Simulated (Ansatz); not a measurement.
# The perfect Ni wire along [110], 9 atoms a period, part 2 of 2

Wanted: the relaxed geometry and the bands of the Ni wire along [110], 9 atoms a period.

Ansatz 0.2.0; DFT PBE, plane waves, PAW; relaxation of a wire's period; PAW set soft_1 (the session's first sound run).

So far: The structure; Relaxation of atoms and period.

## 2. Relaxation of atoms and period (continued)

Step by step:

| step | energy less that of the first step (eV) | largest force component (eV/Å) | pressure (GPa) | volume (Å³) |
| --- | --- | --- | --- | --- |
| 1 | 0.0000 | 1.0352 | -2.62 | 405.73 |
| 2 | -0.2679 | 0.5901 | -1.38 | 400.26 |
| 3 | -0.3708 | 0.1614 | 0.39 | 393.08 |
| 4 | -0.3692 | 0.1235 | -0.05 | 393.38 |
| 5 | -0.3780 | 0.0167 | 0.03 | 394.50 |
| 6* | -0.3756 | 0.0168 | 0.04 | 394.50 |
| 7 | -0.3756 | 0.0008 | -0.01 | 394.62 |
| 8* | -0.3756 | 0.0008 | -0.01 | 394.62 |

Relaxation steps marked * repeat the geometry before them on a plane-wave basis chosen anew for their cell, so energy and pressure can jump there. Relaxation step 4 was tried and not accepted.

Forces are held to the 8 operations that the run works with; a distortion that breaks them can't arise in this run.

| cell as run | before | after | change |
| --- | --- | --- | --- |
| c (Å) | 2.489 | 2.421 | -2.7 % |

The atoms that moved most (Å, along periodic axes as changes of fractional coordinates times the final cell, across vacuum about the mean position):

| atom | dx | dy | dz | length |
| --- | --- | --- | --- | --- |
| Ni1 | 0.201 | 0.000 | 0.000 | 0.201 |
| Ni4 | -0.201 | 0.000 | 0.000 | 0.201 |
| Ni7 | -0.037 | -0.038 | 0.000 | 0.053 |
| Ni5 | 0.037 | -0.038 | 0.000 | 0.053 |
| Ni8 | -0.037 | 0.038 | 0.000 | 0.053 |
| Ni6 | 0.037 | 0.038 | 0.000 | 0.053 |
| Ni2 | 0.000 | -0.045 | 0.000 | 0.045 |
| Ni9 | 0.000 | 0.045 | 0.000 | 0.045 |

Numbers from this step:

* energy at zero smearing: -52549.7994 eV
* total moment: 6.772 μB
* absolute moment: 7.544 μB
* cell length along the wire: 2.421 Å

Site moment by atom:

| atom | site moment (μB) |
| --- | --- |
| Ni1 | 0.769 |
| Ni2 | 0.752 |
| Ni3 | 0.847 |
| Ni4 | 0.769 |
| Ni5 | 0.769 |
| Ni6 | 0.769 |
| Ni7 | 0.769 |
| Ni8 | 0.769 |
| Ni9 | 0.752 |

The cell's length comes to 2.421 Å with an absolute moment of 7.54 μB a cell.

## 3. Bands of the perfect wire

This step: DFT PBE, plane waves, PAW; bands of a perfect wire; PAW set soft_1 (Ansatz 0.2.0).

At the relaxed period the bands are computed along the axis; those that cross an energy going forward count the channels that a perfect wire would open there.

input.yaml reads:

```yaml
crystal:
  lattice:
    - [13.84, 0.0, 0.0]
    - [0.0, 11.778, 0.0]
    - [0.0, 0.0, 2.4208614145]
  atoms:
    - { symbol: Ni, position: [0.260170687, 0.5, 0.0], spin: 0.77 }
    - { symbol: Ni, position: [0.5, 0.707477019, 0.0], spin: 0.75 }
    - { symbol: Ni, position: [0.5, 0.5, 0.0], spin: 0.85 }
    - { symbol: Ni, position: [0.739829313, 0.5, 0.0], spin: 0.77 }
    - { symbol: Ni, position: [0.375476115, 0.391070918, 0.5], spin: 0.77 }
    - { symbol: Ni, position: [0.375476115, 0.608929082, 0.5], spin: 0.77 }
    - { symbol: Ni, position: [0.624523885, 0.391070918, 0.5], spin: 0.77 }
    - { symbol: Ni, position: [0.624523885, 0.608929082, 0.5], spin: 0.77 }
    - { symbol: Ni, position: [0.5, 0.292522981, 0.0], spin: 0.75 }
magnetization:
  spin_polarized: true
kpoints:
  mp_grid: { grid: [1, 1, 34] }
  band_path: { path: ["Γ", Z], npoints: 90 }
scf:
  occupations: { method: fermi_dirac, width: 0.05 }
hamiltonian:
  xc: pbe
  pseudopotentials: { kind: paw, azcp: { folder: soft_1 } }
output:
  dos: { e_range: [-5, 4] }
  write_potential: true
  write_density: true
  volumetric_format: npy
```

On the command line:

```console
> ansatz run input.yaml --threads 4 --pin off --max-ram 16384MiB --backend cpu --events-out ev --progress --plain --runs-dir out
```

Numbers of over 12 decimals in the logs are rounded to 6 here.

The program printed:

```text
[...]
Crystal: 9 atoms, lattice volume = 394.619 Å³
Basis set: ecut = 420 eV, 7665 PW (Γ)
Bands: 102, of which v1, the nominal top of the filled ones, is band 81 counted from 1 (80 counted from 0)
Symmetry: 8 space group operations
[...]
k-points: 18 of 34
[...]
Starting moments: Σ|m| = 6.97 μB on 9 of 9 sites
[...]
SCF iter   1: F=—  HF=-52541.638349 eV  |F-HF|=—  |Δ(HF+E_count)|=         —  Δρ=2.28e-2 (↑1.93e-2 ↓2.28e-2)  dr2=1.35e1  dr2_m=1.02e0  M=7.745 μB ∫|m|=8.081 μB  β_m=0.30  ethr=3.10e-3  ⟨swp⟩=8.6  Hψ=18434  notcnv=0  defer=66
[...]
SCF iter  16: F=-52549.867043 eV  HF=-52549.867043 eV  |F-HF|=9.95e-9  |Δ(HF+E_count)|=   1.90e-9  Δρ=1.44e-6 (↑3.68e-7 ↓1.44e-6)  dr2=1.04e-8  dr2_m=1.49e-9  M=6.827 μB ∫|m|=7.584 μB  ethr=4.57e-12  ⟨swp⟩=11.9  Hψ=15748  notcnv=0
SCF 1 converged in 16 iterations: F = -52549.867043 eV  dr2 = 1.04e-8
[...]
WARN: The output density's exchange-correlation potential varies sharply where the density is thin. Do not read a vacuum level from v_tot or v_xc, or from such a field of the output density. On a cell that repeats whose density bears no net charge and no dipole along the vacuum's axis use v_es (v_loc + v_h of the components); under efield.dipole_correction with no amplitude use v_es + v_field, which holds any externa [...]
NSCF: frozen V_eff on 91 k-points
SCF converged after 16 iterations
Magnetization: 6.8270 μB (84.4135 up, 77.5865 down)
Absolute magnetization: 7.5931 μB (∫|ρ↑−ρ↓|, with the PAW one-centre terms)
[...]
Per-site moments (μB) at R_I (Å): [(0.773516, 0.981179), (0.756242, 0.991932), (0.854026, 0.998605), (0.773516, 0.981179), (0.775195, 0.981179), (0.775195, 0.981179), (0.775195, 0.981179), (0.775195, 0.981179), (0.756242, 0.991932)]
Free energy (F): -52549.867043 eV
[...]
Internal energy: -52549.739670 eV  (E = F + TS)
E sigma→0 (E₀):  -52549.803356 eV
Entropy (-TS):   -0.127373 eV (-14.153 meV/atom)
Fermi energy:    1.025691 eV
[...]
--- Band table (eV; the first three rows and the last of 36) ---
  k-point 0 ↑: bands = [... 77 lower, 0.0949, 0.1165, 0.1810, 0.2696, 0.3144, 0.4356, 0.4425, 0.5248, ... 17 higher]
  k-point 1 ↑: bands = [... 77 lower, 0.0721, 0.0977, 0.2568, 0.3022, 0.3166, 0.3975, 0.4260, 0.4921, ... 17 higher]
  k-point 2 ↑: bands = [... 77 lower, 0.1093, 0.1099, 0.2308, 0.2494, 0.3080, 0.3787, 0.4045, 0.4558, ... 17 higher]
  k-point 17 ↓: bands = [... 77 lower, 1.3373, 1.3595, 1.4192, 1.4261, 2.6570, 3.0093, 3.1233, 3.3490, ... 17 higher]
```

The job ended after 2.7 min (4 threads of Intel Xeon Platinum 8259CL at 2.50GHz (Skylake/Cascade Lake), shared host; peak memory 3.3 GiB).

The column dr2 measures how far the density is from self-consistency, as an energy; F and HF (Harris–Foulkes) agree once it is small.

This step gave:

```
energy at zero smearing : -52549.8034 eV
total moment            : 6.827 μB
absolute moment         : 7.593 μB
band gap                : 0 eV
```

Site moment by atom:

| atom | site moment (μB) |
| --- | --- |
| Ni1 | 0.774 |
| Ni2 | 0.756 |
| Ni3 | 0.854 |
| Ni4 | 0.774 |
| Ni5 | 0.775 |
| Ni6 | 0.775 |
| Ni7 | 0.775 |
| Ni8 | 0.775 |
| Ni9 | 0.756 |

Between Γ and Z the bands cross the Fermi level 15 times, so a perfect wire would conduct at least 7.5 G₀, with an absolute moment of 7.59 μB a cell.

## 4. Outcome

```
cell length, PBE                                            : 2.421 Å
absolute moment, PBE                                        : 7.59 μB
ballistic conductance by band crossings, a lower bound, PBE : 7.5 G₀
```

**Reading.** Under PBE the cell's length is 2.42 Å, the absolute moment is 7.59 μB a cell, and the bands cross the Fermi level 15 times between Γ and Z, which gives a perfect wire at least 7.5 G₀ (opposite crossings within one step of the path cancel in such a count). In the perfect wire the moments were started parallel, and no opposed start was run. No search over magnetic orders was made; another may lie lower.

[Logs are printed without paths, hosts, clocks, repeated set-up lines and the standing remarks that a program may print on its own settings, such as how far it seeks lower states.]

[Hosts, paths, dates, database ids (printed as entryN), source tags and the programs' standing remarks are cut or masked in the printed files.]
